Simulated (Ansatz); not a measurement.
Rows from a G0W0 calculation on Ga3As2P (zincblende [001] superlattice) (Ansatz 0.2.0; G0W0 on PBEsol, plane waves, PAW; PAW set soft_1; 4×4×2 mesh, 1089 empty bands, screening to 150 eV, PAW set soft_1 files), in eV. Spin-orbit coupling is left out.

| row | Σx | Σc | Vxc | Z |
| --- | --- | --- | --- | --- |
| A | -7.33 | -3.92 | -11.33 | 0.78 |
| B | -11.78 | -3.77 | -15.87 | 0.78 |
| C | -16.54 | 0.68 | -15.39 | 0.76 |
| D | -16.98 | 1.07 | -15.40 | 0.76 |
| E | -6.83 | -3.89 | -10.76 | 0.78 |
| F | -7.67 | -3.96 | -11.76 | 0.77 |

**Question.** Which rows are filled states and which are empty ones, and how can one tell?

Filled: C and D. Empty: A, B, E and F. The sign of Σc tells: for a filled state bare exchange, which holds its interaction with itself, lies below Vxc (Σx − Vxc is -1.2 eV or lower here) and screening gives part back as a positive Σc. For an empty state Σx lies above Vxc (+3.9 eV or more) and the Coulomb hole leaves Σc negative.

[Runs of the session that timed out or met a known fault of the program may be left out.]

[Cells called generated may have been cut or substituted from an entry of the Crystallography Open Database or the Materials Project.]

[Hosts, paths, dates, database ids (printed as entryN), source tags and the programs' standing remarks are cut or masked in the printed files.]
